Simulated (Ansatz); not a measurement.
**What GeBr2 (model cell, started as fluorite) distorts into**

Wanted: the energy along a soft mode of GeBr2 (model cell, started as fluorite) and the structure at the end.

Main program and level: Ansatz 0.2.0; DFT PBEsol, scalar-relativistic, plane waves, PAW.

Most raw output is cut from this account.

The structure was built from a prototype and need not be the compound's stable phase.

In doubt: the program warns that the response may not be converged on this k-mesh (step 8), which bears on the force constants and all frequencies.

**1. The structure**

It takes space group Fm-3m (No. 225, cubic). Conventional cell: a = 6.856 Å, b = 6.856 Å, c = 6.856 Å, α = 90.00°, β = 90.00°, γ = 90.00°. Ge has 8 Br at 2.97 Å nearest. Nearest to Br lie 4 Ge at 2.97 Å. Farther neighbours and most contacts between anions are not listed.

Coordinates:

```cif
data_structure
_symmetry_space_group_name_H-M 'P 1'
_symmetry_Int_Tables_number 1
_cell_length_a 4.8478
_cell_length_b 4.8478
_cell_length_c 4.8478
_cell_angle_alpha 60.000
_cell_angle_beta 60.000
_cell_angle_gamma 60.000
_cell_volume 80.56
loop_
_atom_site_label
_atom_site_type_symbol
_atom_site_fract_x
_atom_site_fract_y
_atom_site_fract_z
_atom_site_occupancy
Ge1 Ge 0.00000 0.00000 0.00000 1
Br2 Br 0.25000 0.25000 0.25000 1
Br3 Br 0.75000 0.75000 0.75000 1
```

**2. Response at finite wavevector**

The cell comes from relaxations at this level that are not shown. Stability and thermal properties need the whole zone. Linear response on a 4×4×4 q mesh gives force constants as far as a supercell of that size would, and the tensors from the zone-centre run are typed in so that the long-range dipole term is interpolated apart.

input.yaml

```yaml
crystal:
  lattice:
    - [0.0, 3.4279332986, 3.4279332986]
    - [3.4279332986, 0.0, 3.4279332986]
    - [3.4279332986, 3.4279332986, 0.0]
  atoms:
    - { symbol: Ge, position: [0.0, 0.0, 0.0] }
    - { symbol: Br, position: [0.25, 0.25, 0.25] }
    - { symbol: Br, position: [0.75, 0.75, 0.75] }
kpoints:
  mp_grid: { grid: [8, 8, 8] }
hamiltonian:
  xc: pbesol
scf:
  occupations: { method: fixed }
output:
  eigenvalues: true
phonons:
  method: dfpt
  qmesh: [4, 4, 4]
  temperatures: { t_max: 1000, t_step: 50 }
  qpath:
    path:
      - [[0.0, 0.0, 0.0], [0.5, 0.0, 0.5], [0.625, 0.25, 0.625]]
      - [[0.375, 0.375, 0.75], [0.0, 0.0, 0.0], [0.5, 0.5, 0.5], [0.5, 0.25, 0.75], [0.5, 0.0, 0.5]]
    npoints: 10
  non_analytic_term:
    high_frequency_dielectric_tensor: [[7.9115, 0.0, 0.0], [0.0, 7.9115, 0.0], [0.0, 0.0, 7.9115]]
    born_effective_charges:
      - { species: Ge, tensor: [[4.3435, 0.0, 0.0], [0.0, 4.3435, 0.0], [0.0, 0.0, 4.3435]] }
      - { species: Br, tensor: [[-2.1717, 0.0, 0.0], [0.0, -2.1717, 0.0], [0.0, 0.0, -2.1717]] }
      - { species: Br, tensor: [[-2.1717, 0.0, 0.0], [0.0, -2.1717, 0.0], [0.0, 0.0, -2.1717]] }
    source: "zone-centre run at this cell"
```

Command:

```sh
$ ansatz run input.yaml --threads 4 --pin off --max-ram 7168MiB --backend cpu --events-out ev --progress --plain --runs-dir out
```

It took 2.5 min on 4 threads of Arm Neoverse V2, shared host; peak memory 1.8 GiB; 9.9 min of CPU time.

Numbers from this step:

| Quantity | Value |
| --- | --- |
| gap on the k-mesh | 1.675 eV |
| volume per atom | 26.85 Å³ |
| sum-rule residual before enforcement | 7.40e-5 eV/Å² |
| lowest frequency on the path | -73.34 cm⁻¹ |
| point group | m-3m |
| highest frequency on the path or at a solved wavevector | 166 cm⁻¹ |
| highest optical mode at the zone centre (no LO-TO term) | 127.5 cm⁻¹ |
| lowest optical zone-centre mode | -44.74 cm⁻¹ |
| lowest mode on the q mesh (acoustic modes at Γ apart) | -73 cm⁻¹ |

Frequencies (cm⁻¹) solved at each irreducible wavevector; negative means imaginary. Frequencies by wavevector, by row:

```csv
q in reciprocal lattice units,star,mode 1,mode 2,mode 3,mode 4,mode 5,mode 6,mode 7,mode 8,mode 9
0 0 0,1,-44.7,-44.7,-44.7,0,0,0,127.5,127.5,127.5
0 0 0.25,8,-53.5,-53.5,50,50,58.6,112.3,119.1,119.1,148.9
0 0 -0.5,4,-64.6,-64.6,67.2,78,78,105.9,105.9,115.2,119.7
0 0.25 0.25,6,-67.8,-67.8,12.1,12.1,89.2,96.9,121.5,121.5,165.4
0 0.25 -0.5,24,-69.5,-54.2,37.9,55.4,55.4,110.5,113.3,117.9,142.5
0 0.25 -0.25,12,-61.8,-57.1,26.7,87.2,87.7,90.7,96.9,122.4,138.9
0 -0.5 -0.5,3,-73,-73,-53.4,-13,-13,113.7,113.7,148.8,149.4
0.25 -0.5 -0.25,6,-67.8,-43.1,-25.4,68.6,68.6,99.3,99.3,122.5,144.6
```

Interpolated from a 4×4×4 q mesh, with the LO-TO term (at Γ the limit along the path; where Γ stands inside the path, tables give the limit on arrival). The phonon branches at the labelled points (cm⁻¹):

```
    point  branch 1  branch 2  branch 3  branch 4  branch 5  branch 6  branch 7  branch 8  branch 9
        Γ       -45       -45         0         0         0       128       128       128       165
  halfway       -68       -68        12        12        89        97       122       122       165
        X       -73       -73       -53       -13       -13       114       114       149       149
  halfway       -72       -60       -50         5        28       112       114       141       148
        U       -69       -46        24        26        57       107       116       120       145
jump to K       -69       -46        24        26        57       107       116       120       145
  halfway       -65       -48        17        71        79       100       110       125       146
        Γ       -45       -45         0         0         0       128       128       128       165
  halfway       -54       -54        50        50        59       112       119       119       149
        L       -65       -65        67        78        78       106       106       115       120
  halfway       -66       -49        43        66        76        99       106       119       136
        W       -68       -43       -25        69        69        99        99       122       145
  halfway       -71       -48       -44       -20        46       107       118       133       147
        X       -73       -73       -53       -13       -13       114       114       149       149
```

Symmetry leaves 8 wavevectors to solve. The lowest mode among them, the acoustic zeros apart, lies at q = (0, -0.5, -0.5) and is imaginary, 73.0i cm⁻¹, so the energy falls along it.

**3. The mode frozen in, largest atomic shift 0 Å**

The mode followed lies at q = (0, -0.5, -0.5) with frequency 73.0i cm⁻¹ and is 2-fold degenerate, the softest among the wavevectors solved. At small amplitude the distorted cell has space group no. 63 by a symmetry search on the positions. The undistorted cell that holds it gives the zero of energy on the same k mesh.

System of this step: GeBr2 (model cell, started as fluorite). It takes space group Fm-3m (No. 225, cubic). Conventional cell: a = 6.856 Å, b = 6.856 Å, c = 6.856 Å, α = 90.00°, β = 90.00°, γ = 90.00°. Nearest to Ge lie 8 Br at 2.97 Å. Nearest to Br lie 4 Ge at 2.97 Å. Farther neighbours and most contacts between anions are not listed.

input.yaml

```yaml
crystal:
  lattice:
    - [0.0, -3.4279332986, -3.4279332986]
    - [0.0, 3.4279332986, -3.4279332986]
    - [6.8558665972, 0.0, 0.0]
  atoms:
    - { symbol: Ge, position: [0.5, 0.5, 0.5] }
    - { symbol: Ge, position: [0.0, 0.0, 0.0] }
    - { symbol: Br, position: [0.0, 0.5, 0.75] }
    - { symbol: Br, position: [0.5, 0.0, 0.25] }
    - { symbol: Br, position: [0.0, 0.5, 0.25] }
    - { symbol: Br, position: [0.5, 0.0, 0.75] }
kpoints:
  mp_grid: { grid: [6, 6, 4] }
hamiltonian:
  xc: pbesol
scf:
  occupations: { method: gaussian, width: 0.02 }
output:
  forces: true
  stress: true
  eigenvalues: true
```

The job ended after 2.2 s (4 threads; peak memory 0.51 GiB).

Numbers from this step:

| Property | Result |
| --- | --- |
| pressure | -0.004017 GPa |
| gap on the k-mesh | 1.674 eV |
| energy from the undistorted cell | 0 meV/atom |

At this level the gap is 1.67 eV on the k-mesh of the self-consistent run, which can miss the band edges.

**4. The mode frozen in, largest atomic shift 0.45 Å**

The atoms are moved along the unstable eigenvector, the largest shift by 0.45 Å, with the cell fixed.

input.yaml, the sections that differ from step 3:

```yaml
crystal:
  lattice:
    - [0.0, -3.4279332986, -3.4279332986]
    - [0.0, 3.4279332986, -3.4279332986]
    - [6.8558665972, 0.0, 0.0]
  atoms:
    - { symbol: Ge, position: [0.5656372165, 0.5656372165, 0.5] }
    - { symbol: Ge, position: [-0.0656372165, -0.0656372165, 0.0] }
    - { symbol: Br, position: [-0.0074977379, 0.5074977379, 0.75] }
    - { symbol: Br, position: [0.5074977379, -0.0074977379, 0.25] }
    - { symbol: Br, position: [-0.0074977379, 0.5074977379, 0.25] }
    - { symbol: Br, position: [0.5074977379, -0.0074977379, 0.75] }
# kpoints, hamiltonian, scf, output: as in step 3
```

It took 2.8 s on 4 threads; peak memory 0.54 GiB.

Numbers from this step:

| Property | Result |
| --- | --- |
| pressure | 2.412 GPa |
| gap on the k-mesh | 1.570 eV |
| energy from the undistorted cell | -20.90 meV/atom |

The energy, extrapolated to zero smearing, is -20.90 meV/atom against the undistorted cell.

The run ends at a pressure of 2.41 GPa, with forces up to 0.20 eV/Å.

**5. Energy along the mode, all amplitudes (two of the runs are shown above)**

An imaginary frequency means negative curvature, so the energy should fall and then rise again as anharmonic terms take over.

Numbers from this step:

```yaml
depth_at_the_lowest_point_sampled: 20.90 meV/atom
largest_atomic_shift_at_that_point: 0.45 Å
```

Energy from the parent against largest atomic shift:

| largest atomic shift (Å) | energy from the parent (meV/atom) |
| --- | --- |
| 0.000 | 0 |
| 0.040 | -0.389 |
| 0.080 | -1.53 |
| 0.140 | -4.49 |
| 0.220 | -10.0 |
| 0.320 | -17.3 |
| 0.450 | -20.9 |
| 0.600 | -5.20 |

Displacement at unit largest shift by atom:

```csv
atom,x (Å),y (Å),z (Å),size
Ge1,0.00,0.00,-1.00,1.00
Ge2,0.00,0.00,1.00,1.00
Br3,0.00,0.11,0.00,0.11
Br4,0.00,-0.11,0.00,0.11
Br5,0.00,0.11,0.00,0.11
Br6,0.00,-0.11,0.00,0.11
```

The lowest of the steps tried is at 0.45 Å, 20.9 meV/atom below the parent; the bottom of the well need not coincide with a step.

**6. Relaxation from the frozen mode**

Starting from the lowest point found, all atoms and the cell are let go, so that strain and other modes of the same symmetry can join in.

Changes to input.yaml since step 4:

```diff
@@ -17,3 +17,3 @@
 scf:
-  occupations: { method: gaussian, width: 0.02 }
+  occupations: { method: fixed }
 output:
@@ -22 +22,6 @@
   eigenvalues: true
+relax:
+  adjacent_minimum: "off"
+  f_tol: 0.002
+  max_steps: 120
+  cell: { stress_tol: 0.03 }
```

Elapsed: 35 s, on 4 threads; peak memory 0.6 GiB.

Step by step:

```csv
step,energy less that of the first step (eV),largest force component (eV/Å),pressure (GPa),volume (Å³)
1,0.0000,0.2020,2.41,161.12
2,-0.1106,0.2382,-0.36,173.62
3,-0.1316,0.2260,-0.38,176.75
4,-0.1547,0.1053,-0.11,180.44
5,-0.1608,0.0542,-0.10,183.28
6,-0.1638,0.0089,0.02,184.18
7,-0.1638,0.0002,0.00,184.04
8*,-0.1678,0.0002,0.03,184.04
9,-0.1679,0.0001,0.01,184.59
10,-0.1678,0.0001,0.00,184.91
11*,-0.1679,0.0001,0.00,184.91
```

Relaxation steps marked * repeat the geometry before them on a plane-wave basis chosen anew for their cell, so energy and pressure can jump there.

The run keeps the 8 symmetry operations that it works with, so distortions that break them were not tested.

```csv
"conventional cell, symmetrised",before,after,change
a (Å),6.856,7.123,+3.9 %
b (Å),6.856,7.493,+9.3 %
c (Å),6.856,6.929,+1.1 %
volume (Å³/atom),26.85,30.82,+14.8 %
```

The atoms that moved most (Å, as changes of fractional coordinates times the final cell):

```csv
atom,dx,dy,dz,length
Ge1,0.000,0.000,-0.280,0.280
Ge2,0.000,0.000,0.280,0.280
```

Final coordinates:

```xyz
6
Lattice="0.0000 -3.5613 -3.7467 0.0000 3.5613 -3.7467 6.9290 0.0000 0.0000" Properties=species:S:1:pos:R:3 pbc="T T T"
Ge    3.4645    0.0000   -4.5183
Ge    0.0000    0.0000    0.7716
Br    5.1968    1.8360   -1.8733
Br    1.7323   -1.8360   -1.8733
Br    1.7323    1.8360   -1.8733
Br    5.1968   -1.8360   -1.8733
```

This step gave:

| Property | Result |
| --- | --- |
| pressure | -0.002382 GPa |
| gap on the k-mesh | 1.857 eV |
| volume per atom | 30.82 Å³ |

The distorted start has space group Cmcm; the relaxation ends in Cmcm.

**7. The new phase in its own primitive cell**

The relaxed structure is symmetrised, reduced to its primitive cell and relaxed tightly, as its phonons need.

input.yaml, the sections that differ from step 6:

```yaml
crystal:
  lattice:
    - [3.56132474, -3.7466883397, 0.0]
    - [3.56132474, 3.7466883397, 0.0]
    - [0.0, 0.0, 6.9290143368]
  atoms:
    - { symbol: Ge, position: [0.1470307815, 0.8529692185, 0.25] }
    - { symbol: Ge, position: [0.8529692185, 0.1470307815, 0.75] }
    - { symbol: Br, position: [0.2422247448, 0.2422247448, 0.5] }
    - { symbol: Br, position: [0.7577752552, 0.7577752552, 0.0] }
    - { symbol: Br, position: [0.2422247448, 0.2422247448, 0.0] }
    - { symbol: Br, position: [0.7577752552, 0.7577752552, 0.5] }
relax:
  adjacent_minimum: "off"
  f_tol: 0.001
  max_steps: 60
  cell: { stress_tol: 0.01 }
# kpoints, hamiltonian, scf, output: as in step 6
```

Elapsed: 7.3 s, on 4 threads; peak memory 0.58 GiB.

Little changed from the start: no atom moved by 0.005 Å and no cell edge by 0.1 %.

Numbers from this step:

```yaml
pressure: -0.002381 GPa
direct_gap_on_mesh: 1.979 eV
```

The largest force component left is 0.073 meV/Å and the pressure is -0.002 GPa, within the tolerances set. The cell now holds 30.82 Å³/atom.

**8. Modes of the new phase, k-mesh 6×6×4**

A relaxed structure may still be a saddle point, so its zone-centre modes are computed. The response to a homogeneous field gives the Born charges and the dielectric tensor, and its change with displacement the Raman tensors.

Changes to input.yaml since step 7:

```diff
@@ -19,9 +19,7 @@
 output:
-  forces: true
-  stress: true
   eigenvalues: true
-relax:
-  adjacent_minimum: "off"
-  f_tol: 0.001
-  max_steps: 60
-  cell: { stress_tol: 0.01 }
+phonons:
+  method: dfpt
+  dielectric: true
+  rigid_motions: translations
+  raman: true
```

Elapsed: 9 min, on 4 threads; peak memory 2.3 GiB; 34 min of CPU time.

Numbers from this step:

| Quantity | Value |
| --- | --- |
| sum-rule residual before enforcement | 8.50e-5 eV/Å² |
| miss of the charge sum rule | 0.008233 e |
| estimated error of the dielectric tensor | 0.02804 |
| estimated error of the Born charges | 0.02356 e |
| point group | mmm |
| highest optical mode at the zone centre (no LO-TO term) | 184.4 cm⁻¹ |
| lowest optical zone-centre mode | -44.64 cm⁻¹ |
| mean high-frequency dielectric constant | 5.310 |
| largest Born charge (third of the trace) | 3.001 e |
| top of the zone-centre spectrum with the field | 204.2 cm⁻¹ |

Without the LO-TO term. Patterns of degenerate modes are one choice out of their space. The modes at Γ (shares of kinetic energy by element, %) (negative means imaginary):

| mode | frequency (cm⁻¹) | symmetry | Ge % | Br % |
| --- | --- | --- | --- | --- |
| 1 | -44.6 | B2g | 0 | 100 |
| 2 | -24.8 | B1u | 6 | 94 |
| 3 | 0.0 | acoustic | 31 | 69 |
| 4 | 0.0 | acoustic | 31 | 69 |
| 5 | 0.0 | acoustic | 31 | 69 |
| 6 | 41.4 | B1g | 95 | 5 |
| 7 | 56.2 | B1u | 62 | 38 |
| 8 | 75.9 | B1g | 2 | 98 |
| 9 | 76.3 | Au | 0 | 100 |
| 10 | 90.8 | Ag | 73 | 27 |
| 11 | 103.9 | B2u | 34 | 66 |
| 12 | 104.6 | B3g | 26 | 74 |
| 13 | 116.5 | B1g | 3 | 97 |
| 14 | 124.8 | B2g | 0 | 100 |
| 15 | 154.8 | B3u | 69 | 31 |
| 16 | 156.0 | Ag | 27 | 73 |
| 17 | 183.3 | B2u | 35 | 65 |
| 18 | 184.4 | B3g | 74 | 26 |

Displacements in mode 1 (-44.6 cm⁻¹), the largest set to 1:
```
Ge1  0.00  0.00  0.00
Ge2  0.00  0.00  0.00
Br3  0.00 -0.62  1.00
Br4  0.00 -0.62 -1.00
Br5  0.00  0.62  1.00
Br6  0.00  0.62 -1.00
```

Displacements in mode 11 (103.9 cm⁻¹), the largest set to 1:
```
Ge1  0.00  1.00  0.00
Ge2  0.00  1.00  0.00
Br3  0.00 -0.45  0.83
Br4  0.00 -0.45 -0.83
Br5  0.00 -0.45 -0.83
Br6  0.00 -0.45  0.83
```

Optical modes at the zone centre, without and with the macroscopic field of the longitudinal modes; each column is sorted by frequency, so a row need not hold one and the same mode. Modes with and without the field, by row:

| rank among optical modes | no field (cm⁻¹) | q along (1, 0, 0) (cm⁻¹) | q along (0, 1, 0) (cm⁻¹) | q along (0, 0, 1) (cm⁻¹) |
| --- | --- | --- | --- | --- |
| 1 | -44.6 | -44.6 | -44.6 | -44.6 |
| 2 | -24.8 | -24.8 | -24.8 | -24.8 |
| 3 | 41.4 | 41.4 | 41.4 | 41.4 |
| 4 | 56.2 | 56.2 | 56.2 | 75.9 |
| 5 | 75.9 | 75.9 | 75.9 | 76.3 |
| 6 | 76.3 | 76.3 | 76.3 | 90.8 |
| 7 | 90.8 | 90.8 | 90.8 | 103.9 |
| 8 | 103.9 | 103.9 | 104.6 | 104.6 |
| 9 | 104.6 | 104.6 | 111 | 116.5 |
| 10 | 116.5 | 116.5 | 116.5 | 124.8 |
| 11 | 124.8 | 124.8 | 124.8 | 154.8 |
| 12 | 154.8 | 156 | 154.8 | 156 |
| 13 | 156 | 183.3 | 156 | 183.3 |
| 14 | 183.3 | 184.4 | 184.4 | 184.4 |
| 15 | 184.4 | 204.2 | 199.4 | 192 |

Born charge (rows field, columns displacement) (e), principal values of the symmetric part by kind of site:

```csv
atom,atoms with these values,low,middle,high,mean
Ge1,2,1.69,2.92,4.39,3.00
Br3,4,-2.53,-1.46,-0.51,-1.50
```

In full for Br3:

```
-1.46  0.00  0.00
 0.00 -0.85 -0.38
 0.00 -1.12 -2.20
```

High-frequency dielectric tensor:

```
5.10 0.00 0.00
0.00 4.22 0.00
0.00 0.00 6.61
```

Transverse modes; imaginary modes are left out. Infrared lines, with heights relative to the strongest:

```
position (cm⁻¹)  lines merged  relative intensity
             41             1                 0.0
             56             1                 100
             76             2                 0.0
             91             1                 0.0
            104             1                 3.7
            105             1                 0.0
            116             1                 0.0
            125             1                 0.0
            155             1                  41
            156             1                 0.0
            183             1                  11
            184             1                 0.0
```

Activity x (w_L - w)^4 (n + 1)/w, 532 nm, 300 K; imaginary modes are left out; the tensors are static ones, while 532 nm light lies above the computed direct gap, where resonance would change the heights; modes without the macroscopic field alone. Raman lines, with heights relative to the strongest:

```
position (cm⁻¹)  lines merged  relative intensity
             41             1                  67
             56             1                 0.0
             76             2                  60
             91             1                  22
            104             1                 0.0
            105             1                 9.2
            116             1                 1.2
            125             1                 4.8
            155             1                 0.0
            156             1                 100
            183             1                 0.0
            184             1                 1.3
```

Before it was imposed, the acoustic sum rule was missed by 8.5e-5 eV/Å² and the charge sum rule by 0.0082 e. Small misses are needed for a sound result but don't prove that mesh and cutoff are converged. The lowest optical mode is imaginary, 44.6i cm⁻¹, so the energy falls along it.

The log warns of the k mesh: “the force constants stand on the 6×6×4 k-mesh, whose period is 12.71 times the interband length at k = (-0.5000, -0.5000, 0.0000), direct gap 2.287 eV, under 14: take them and everything formed from them as unconverged”.

**9. Outcome**

```json
{"unstable mode of the parent": "q = (0, -0.5, -0.5), 73i cm⁻¹", "depth at the lowest point sampled": "20.9 meV/atom", "largest atomic shift at that point": "0.45 Å", "space group reached (within 0.01 Å)": "Cmcm", "energy gained over the parent (first relaxation, on the mesh of the frozen mode)": "48.9 meV/atom", "volume per atom, phase reached": "30.8 Å³", "gap on the k-mesh, phase reached": "1.86 eV", "lowest optical zone-centre mode, phase reached": "-44.6 cm⁻¹", "highest optical mode at the zone centre (no LO-TO term), phase reached": "184 cm⁻¹"}
```

**Reading.** Along this mode the structure falls into Cmcm, 48.9 meV/atom below the parent. At the parent's cell the well is 20.90 meV/atom deep on the steps tried, with its lowest point at a shift of 0.45 Å. Relaxing atoms and cell changes the gain by +27.99 meV/atom against the lowest step (energies at zero smearing). The new phase still has an imaginary mode at the zone centre of its cell, so it is a saddle point on the way to a lower structure. Of the 3 patterns followed to their end from this parent, this one ends 39.0 meV/atom above the lowest, Pmmn. Each path keeps the symmetry of its pattern, so a lower phase may lie along a pattern not tried. With the field response the log warns that the k mesh is coarse for the force constants too, so the frequencies may not be converged. The program warns that the interpolation holds no quadrupole term, so branches close to Γ can be off in this crystal. The starting cell was built on a prototype and not taken from a measurement, so the phase need not exist.

[Logs are printed without paths, hosts, clocks, repeated set-up lines and the standing remarks that a program may print on its own settings, such as how far it seeks lower states.]

[Hosts, paths, dates, database ids (printed as entryN), source tags and the programs' standing remarks are cut or masked in the printed files.]
